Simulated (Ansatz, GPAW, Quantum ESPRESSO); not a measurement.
# Simulated XPS, UPS and emission spectra of TiTe2, part 2 of 10

Wanted: projected DOS of TiTe2, weighted into photoemission and X-ray emission spectra, at several levels of theory.

From the literature, measured:
- Band energy, bonding Te 5pxy band along Gamma-A, energy below the Fermi level (non-dispersive, spin-orbit split peak): 1.7 eV (angle-resolved photoemission at normal emission, photon energies 11.5-33 eV; cleaved single crystal; weak peak, vanishing in the middle of the final-state energy range; spin-orbit split, but a single approximate energy is given for the pair). “Three-dimensional band structure of layered TiTe2: Photoemission final-state effects”, 2006, arxiv:cond-mat/0604285.

Ansatz 0.2.0, Quantum ESPRESSO 7.5 and GPAW 26.7.0; DFT, PBE, plane-wave PAW, default files, scalar-relativistic (the session's first sound run).

So far. Step 2 (The base run): At the Fermi level the DOS is 1.43 states/eV a cell, and on the broadened curves Ti 3d holds 69 % of the total there.

**3. With spin–orbit coupling**

This step: DFT, PBE, plane-wave PAW, default files, with spin-orbit coupling (Ansatz 0.2.0).

Spin–orbit coupling splits and shifts levels of heavy atoms, so the bands are solved again with spinors.

File input.yaml:

```yaml
crystal:
  lattice:
    - [3.777, 0.0, 0.0]
    - [-1.8885, 3.2709779501, 0.0]
    - [0.0, 0.0, 6.498]
  atoms:
    - { symbol: Te, position: [0.3333333333, 0.6666666667, 0.7372] }
    - { symbol: Te, position: [0.6666666667, 0.3333333333, 0.2628] }
    - { symbol: Ti, position: [0.0, 0.0, 0.0] }
kpoints:
  mp_grid: { grid: [12, 12, 4] }
  band_path:
    path:
      - [[0.0, 0.0, 0.0], [0.5, 0.0, 0.0], [0.333333, 0.333333, 0.0], [0.0, 0.0, 0.0], [0.0, 0.0, 0.5], [0.5, 0.0, 0.5], [0.333333, 0.333333, 0.5], [0.0, 0.0, 0.5]]
      - [[0.5, 0.0, 0.5], [0.5, 0.0, 0.0]]
      - [[0.333333, 0.333333, 0.5], [0.333333, 0.333333, 0.0]]
    npoints: 10
scf:
  occupations: { method: fermi_dirac, width: 0.02 }
  n_extra_bands: 20
hamiltonian:
  xc: pbe
  pseudopotentials: { kind: paw_fr }
output:
  forces: true
  stress: true
  dos:
    projected: true
    de: 0.05
    e_range: [-30, 12]
    nscf_kmesh: { grid: [18, 18, 8] }
    method: { smearing: { sigma: 0.08, scheme: gaussian } }
  fatbands: true
magnetization:
  noncollinear: true
  spin_orbit: true
```

On the command line:

```bash
ansatz run input.yaml --threads 2 --pin off --max-ram 6144MiB --backend cpu --events-out ev --progress --plain --runs-dir out
```

Numbers of over 12 decimals in the logs are rounded to 6 here.

The log of the run:

```text
[...]
non-collinear run that drives no moment, with spin-orbit: no starting moment large enough to seed its density (crystal.atoms[].spin), no starting occupations that ask for one, no magnetisation constraint and no magnetic field, so the semilocal B_xc is pinned to zero
Crystal: 3 atoms, lattice volume = 80.279 Å³
Basis set: ecut = 420 eV, 1581 PW (Γ), exchange–correlation on 54×54×90 points (8 copies of the dense FFT grid, shifted against one another)
Bands: 64, of which v1, the nominal top of the filled ones, is band 44 counted from 1 (43 counted from 0)
Symmetry: 12 space group operations + 12 with time reversal
[...]
k-points: 69 of 576
Projection manifold: j_resolved (fully-relativistic pseudo-atomic orbitals)
[...]
SCF iter   1: F=—  HF=-16470.150351 eV  |F-HF|=—  |Δ(HF+E_count)|=         —  Δρ=1.32e-1  dr2=4.03e1  dr2_m=0.00e0 (ungated)  ethr=3.10e-3  |M|=0.00e0 ∫|m|=0.00e0 μB  |m|>n=0.0e0 m-floor=0.0e0 τ_xc=0.0e0  β_m=0.30  ⟨swp⟩=7.8  Hψ=11157  notcnv=0  defer=392
[...]
spin=Noncollinear: Kerker preconditioning applied to the charge; magnetization (m_x, m_y, m_z) channels mix plain (no charge-response kernel on spin).
SCF iter   2: F=—  HF=-16467.901930 eV  |F-HF|=—  |Δ(HF+E_count)|=    2.25e0  Δρ=4.88e-2  dr2=2.50e0  dr2_m=0.00e0 (ungated)  ethr=3.10e-3  |M|=0.00e0 ∫|m|=0.00e0 μB  |m|>n=0.0e0 m-floor=0.0e0 τ_xc=0.0e0  β_m=0.27  ⟨swp⟩=3.4  Hψ=4701  notcnv=0  defer=768
[...]
SCF iter  11: F=-16467.186554 eV  HF=-16467.186554 eV  |F-HF|=2.52e-8  |Δ(HF+E_count)|=   2.27e-7  Δρ=6.07e-6  dr2=5.29e-8  dr2_m=0.00e0 (ungated)  ethr=2.27e-10  |M|=0.00e0 ∫|m|=0.00e0 μB  |m|>n=0.0e0 m-floor=0.0e0 τ_xc=0.0e0  ⟨swp⟩=12.0  Hψ=12337  notcnv=0
SCF 1 converged in 11 iterations: F = -16467.186554 eV  dr2 = 5.29e-8
[...]
NSCF: frozen V_eff on 93 k-points
[...]
SCF converged after 11 iterations
Magnetization: |M| = 0.0000 μB,  M = (+0.0000, +0.0000, +0.0000) μB
Absolute magnetization: 0.0000 μB (∫|m|)
  site 0: m = (+0.0000, +0.0000, +0.0000) μB, |m| = 0.0000 μB  (R = 1.14 Å)
  site 1: m = (+0.0000, +0.0000, +0.0000) μB, |m| = 0.0000 μB  (R = 1.14 Å)
  site 2: m = (+0.0000, +0.0000, +0.0000) μB, |m| = 0.0000 μB  (R = 1.14 Å)
Free energy (F): -16467.186554 eV
[...]
Internal energy: -16467.184587 eV  (E = F + TS)
E sigma→0 (E₀):  -16467.185570 eV
Entropy (-TS):   -0.001967 eV (-0.656 meV/atom)
Fermi energy:    10.350672 eV
[...]
--- Forces (eV/Å), atoms counted from 1 ---
  atom   1  Te     0.00000000    -0.00000000    -0.03427223
  atom   2  Te    -0.00000000     0.00000000     0.03427223
  atom   3  Ti     0.00000000    -0.00000000     0.00000000
  max |Σ_I F_I| component: 6.94e-18 eV/Å
--- Stress (GPa, compression-positive) ---
        0.669172      -0.000000      -0.000000
       -0.000000       0.669172       0.000000
       -0.000000      -0.000000       1.597582
  P = ⅓ Tr σ = 0.9786 GPa (9.786 kbar)
--- Band table (eV; the first three rows and the last of 69) ---
  k-point 0: bands = [... 40 lower, 10.6162, 10.6162, 10.6727, 10.6727, 10.6840, 10.6840, 11.4073, 11.4073, ... 16 higher]
  k-point 1: bands = [... 40 lower, 10.6626, 10.6626, 10.6669, 10.6669, 10.8002, 10.8002, 11.2945, 11.2945, ... 16 higher]
  k-point 2: bands = [... 40 lower, 10.6616, 10.6616, 10.6617, 10.6617, 10.6817, 10.6817, 11.2948, 11.2948, ... 16 higher]
  k-point 68: bands = [... 40 lower, 8.5365, 8.5365, 8.6229, 8.6229, 11.2380, 11.2380, 11.2572, 11.2572, ... 16 higher]
```

Wall time 4.5 min (2 threads of Arm Neoverse V1, shared host); peak memory 1.4 GiB.

This step gave:

```
free energy             : -16467.1866 eV
energy at zero smearing : -16467.1856 eV
smearing term TS        : 0.001967 eV
Fermi energy            : 10.35 eV
pressure                : 0.9786 GPa
DOS at the Fermi level  : 1.623 states/eV/cell
```

Electronic bands along the path, in eV, zero at the Fermi level; # counts the bands kept:

| point | #11 | #12 | #13 | #14 | #15 | #16 | #17 | #18 |
| --- | --- | --- | --- | --- | --- | --- | --- | --- |
| Γ | 0.05 | 0.05 | 0.30 | 0.30 | 0.36 | 0.36 | 0.37 | 0.37 |
| halfway | -1.67 | -1.67 | -0.84 | -0.84 | -0.47 | -0.47 | 0.16 | 0.16 |
| M | -2.48 | -2.48 | -1.77 | -1.77 | -1.14 | -1.14 | -0.02 | -0.02 |
| halfway | -2.49 | -2.49 | -2.39 | -2.39 | -1.94 | -1.94 | 0.74 | 0.74 |
| K | -2.58 | -2.58 | -2.36 | -2.36 | -2.21 | -2.21 | 0.94 | 0.94 |
| halfway | -1.96 | -1.96 | -1.55 | -1.55 | -0.67 | -0.67 | 0.39 | 0.39 |
| Γ | 0.05 | 0.05 | 0.30 | 0.30 | 0.36 | 0.36 | 0.37 | 0.37 |
| halfway | -1.16 | -1.16 | 0.35 | 0.35 | 0.35 | 0.35 | 0.49 | 0.49 |
| A | -1.52 | -1.52 | 0.35 | 0.35 | 0.35 | 0.35 | 0.37 | 0.37 |
| halfway | -1.74 | -1.74 | -1.47 | -1.47 | -0.59 | -0.59 | 0.23 | 0.23 |
| L | -2.00 | -2.00 | -1.17 | -1.17 | -0.51 | -0.51 | -0.30 | -0.30 |
| halfway | -2.50 | -2.50 | -1.79 | -1.79 | -1.31 | -1.31 | 0.36 | 0.36 |
| H | -3.21 | -3.21 | -1.78 | -1.78 | -1.69 | -1.69 | 0.93 | 0.93 |
| halfway | -1.80 | -1.80 | -1.61 | -1.61 | -1.33 | -1.33 | 0.61 | 0.61 |
| A | -1.52 | -1.52 | 0.35 | 0.35 | 0.35 | 0.35 | 0.37 | 0.37 |
| jump to L | -2.00 | -2.00 | -1.17 | -1.17 | -0.51 | -0.51 | -0.30 | -0.30 |
| halfway | -1.94 | -1.94 | -1.75 | -1.75 | -0.85 | -0.85 | -0.08 | -0.08 |
| M | -2.48 | -2.48 | -1.77 | -1.77 | -1.14 | -1.14 | -0.02 | -0.02 |
| jump to H | -3.21 | -3.21 | -1.78 | -1.78 | -1.69 | -1.69 | 0.93 | 0.93 |
| halfway | -2.77 | -2.77 | -2.05 | -2.05 | -1.98 | -1.98 | 0.94 | 0.94 |
| K | -2.58 | -2.58 | -2.36 | -2.36 | -2.21 | -2.21 | 0.94 | 0.94 |

Of the projections kept (Te s, Te p, Ti s, Ti d, not projected), the largest for each band there; the rest of the weight can lie on other orbitals:

| point | #11 | #12 | #13 | #14 | #15 | #16 | #17 | #18 |
| --- | --- | --- | --- | --- | --- | --- | --- | --- |
| Γ | Te p 0.98 | Te p 0.98 | Ti d 0.89 | Ti d 0.89 | Ti d 0.98 | Ti d 0.98 | Ti d 0.96 | Ti d 0.96 |
| M | Te p 0.55 | Te p 0.55 | Ti d 0.52 | Ti d 0.52 | Te p 0.97 | Te p 0.97 | Ti d 0.79 | Ti d 0.79 |
| K | Te p 0.87 | Te p 0.87 | Te p 0.75 | Te p 0.75 | Te p 0.85 | Te p 0.85 | Ti d 0.91 | Ti d 0.91 |
| Γ | Te p 0.98 | Te p 0.98 | Ti d 0.89 | Ti d 0.89 | Ti d 0.98 | Ti d 0.98 | Ti d 0.96 | Ti d 0.96 |
| A | Ti d 0.64 | Ti d 0.64 | Ti d 0.98 | Ti d 0.98 | Ti d 0.98 | Ti d 0.98 | Te p 0.99 | Te p 0.99 |
| L | Te p 0.54 | Te p 0.54 | Te p 0.95 | Te p 0.95 | Te p 0.95 | Te p 0.95 | Ti d 0.88 | Ti d 0.88 |

The DOS has structure finer than the step of the table below, so its rows give means over 1 eV, whole bins alone (the curve runs from -14.1 to 7.33 eV). Peaks (eV: height): total -10.5: 5.19, -4.2: 3.46, -1.8: 5.17, 1.1: 7.70; Te 5p -4.2: 2.84, -1.8: 3.07, 1.3: 1.39, 2.7: 1.36; Ti 3d -1.8: 1.91, 0.5: 2.75, 1.1: 6.29, 2.2: 1.80; Te 5s -10.5: 4.70; Ti 4s 5.1: 0.329, 5.6: 0.339, 6.1: 0.288, 6.9: 0.261.

* holds the states left over by the projection beside any projected weight of its own. DOS against E, zero at the Fermi level; means over each step; values in states/eV/cell:

| E (eV) | total | Te 5p | Ti 3d | Te 5s | Ti 4s | Ti 4p* |
| --- | --- | --- | --- | --- | --- | --- |
| -13 | 0.00153 | 7.2e-6 | 0 | 9.6e-4 | 5.6e-4 | 0 |
| -12 | 0.570 | 0.0209 | 0.00231 | 0.398 | 0.147 | 0.00140 |
| -11 | 2.50 | 0.0883 | 0.0945 | 2.17 | 0.139 | 0.0119 |
| -10 | 0.927 | 0.0140 | 0.0567 | 0.843 | 0.00962 | 0.00414 |
| -9 | 0 | 0 | 0 | 0 | 0 | 0 |
| -8 | 0 | 0 | 0 | 0 | 0 | 0 |
| -7 | 0 | 0 | 0 | 0 | 0 | 0 |
| -6 | 0 | 3.6e-6 | 0 | 0 | 4.1e-7 | 0 |
| -5 | 0.856 | 0.648 | 0.0864 | 0.0200 | 0.0950 | 0.00624 |
| -4 | 2.46 | 1.97 | 0.260 | 0.0782 | 0.127 | 0.0295 |
| -3 | 2.12 | 1.59 | 0.361 | 0.0609 | 0.0628 | 0.0421 |
| -2 | 3.99 | 2.55 | 1.27 | 0.0685 | 0.0322 | 0.0703 |
| -1 | 2.05 | 1.43 | 0.520 | 0.0392 | 0.0131 | 0.0503 |
| 0 | 1.75 | 0.448 | 1.22 | 0.0210 | 0.0117 | 0.0463 |
| 1 | 4.25 | 0.761 | 3.36 | 0.0253 | 0.0472 | 0.0528 |
| 2 | 2.02 | 0.607 | 1.25 | 0.0458 | 0.0289 | 0.0907 |
| 3 | 2.48 | 1.03 | 1.23 | 0.0521 | 0.0343 | 0.133 |
| 4 | 0.210 | 0.0314 | 0.0204 | 0.00387 | 0.0453 | 0.109 |
| 5 | 1.26 | 0.132 | 0.0455 | 0.0252 | 0.261 | 0.800 |
| 6 | 2.14 | 0.145 | 0.0498 | 0.0335 | 0.260 | 1.65 |

This run's widths, added to any smearing of the DOS itself: Gaussian 0.1 eV, Lorentzian 0.1 eV plus 0.05 an eV of depth. The intensity by binding energy, zero at the Fermi level; values in % of the maximum within 13 eV:

| binding energy (eV) | 21.2 eV | 40.8 eV | 150 eV | 1486.7 eV | 8047.8 eV |
| --- | --- | --- | --- | --- | --- |
| -1.0 | 1.03 | 0.907 | 0.917 | 1.14 | 0.651 |
| -0.5 | 1.77 | 1.74 | 1.76 | 1.80 | 0.997 |
| 0.0 | 15.3 | 24.3 | 25.5 | 10.7 | 5.22 |
| 0.5 | 28.1 | 27.0 | 26.8 | 26.5 | 13.7 |
| 1.0 | 48.9 | 37.6 | 36.1 | 50.3 | 26.4 |
| 1.5 | 77.5 | 70.2 | 69.3 | 75.7 | 39.5 |
| 2.0 | 89.1 | 82.8 | 81.8 | 85.7 | 44.5 |
| 2.5 | 69.0 | 51.6 | 49.2 | 71.7 | 37.7 |
| 3.0 | 49.4 | 29.9 | 27.5 | 55.9 | 30.2 |
| 3.5 | 33.5 | 18.7 | 17.3 | 40.0 | 22.2 |
| 4.0 | 56.3 | 27.8 | 24.3 | 66.7 | 36.3 |
| 4.5 | 46.0 | 21.7 | 18.9 | 55.4 | 30.0 |
| 5.0 | 19.6 | 9.86 | 8.83 | 23.8 | 13.0 |
| 5.5 | 4.44 | 2.37 | 2.25 | 5.81 | 3.40 |
| 6.0 | 1.98 | 1.15 | 1.21 | 3.01 | 1.95 |
| 6.5 | 1.22 | 0.776 | 0.918 | 2.28 | 1.65 |
| 7.0 | 0.861 | 0.611 | 0.831 | 2.11 | 1.67 |
| 7.5 | 0.664 | 0.542 | 0.860 | 2.25 | 1.93 |
| 8.0 | 0.553 | 0.541 | 1.00 | 2.72 | 2.46 |
| 8.5 | 0.505 | 0.621 | 1.33 | 3.70 | 3.50 |
| 9.0 | 0.531 | 0.854 | 2.06 | 5.82 | 5.65 |
| 9.5 | 0.721 | 1.53 | 3.99 | 11.3 | 11.2 |
| 10.0 | 1.63 | 4.30 | 11.6 | 33.0 | 32.9 |
| 10.5 | 4.41 | 12.1 | 33.5 | 95.8 | 95.9 |
| 11.0 | 3.26 | 8.69 | 25.6 | 77.2 | 76.7 |
| 11.5 | - | 4.46 | 14.0 | 43.9 | 43.1 |
| 12.0 | - | 2.38 | 7.58 | 24.1 | 23.4 |
| 12.5 | - | 1.12 | 3.46 | 10.8 | 10.5 |
| 13.0 | - | 0.571 | 1.65 | 5.04 | 4.89 |
| 13.5 | - | 0.366 | 0.999 | 3.01 | 2.91 |
| 14.0 | - | 0.263 | 0.688 | 2.04 | 1.97 |

Spectra as before, but with a recipe of its own (widths, and in some runs the light), which changes peak heights and what is resolved: Gaussian 0.1 eV, Lorentzian 0.1 eV plus 0.05 times the binding energy, linear light, analyser at 0°, Fermi edge at 77 K; some photon energies differ too.

The two runs compared:

| quantity | this run | base run | difference |
| --- | --- | --- | --- |
| DOS at the Fermi level (states/eV/cell) | 1.623 | 1.4347 | 0.188 |

[end of part 2 of 10]

[Logs are printed without paths, hosts, clocks, repeated set-up lines and the standing remarks that a program may print on its own settings, such as how far it seeks lower states.]

[Hosts, paths, dates, database ids (printed as entryN), source tags and the programs' standing remarks are cut or masked in the printed files.]

[Maps of the electrostatic potential energy from Ansatz leave out the sawtooth potential of an applied field or a dipole correction, so their vacuum need not be flat; work functions include it.]

[Peak lists hold at most the 14 tallest peaks of each spectrum; further lines can be left out.]
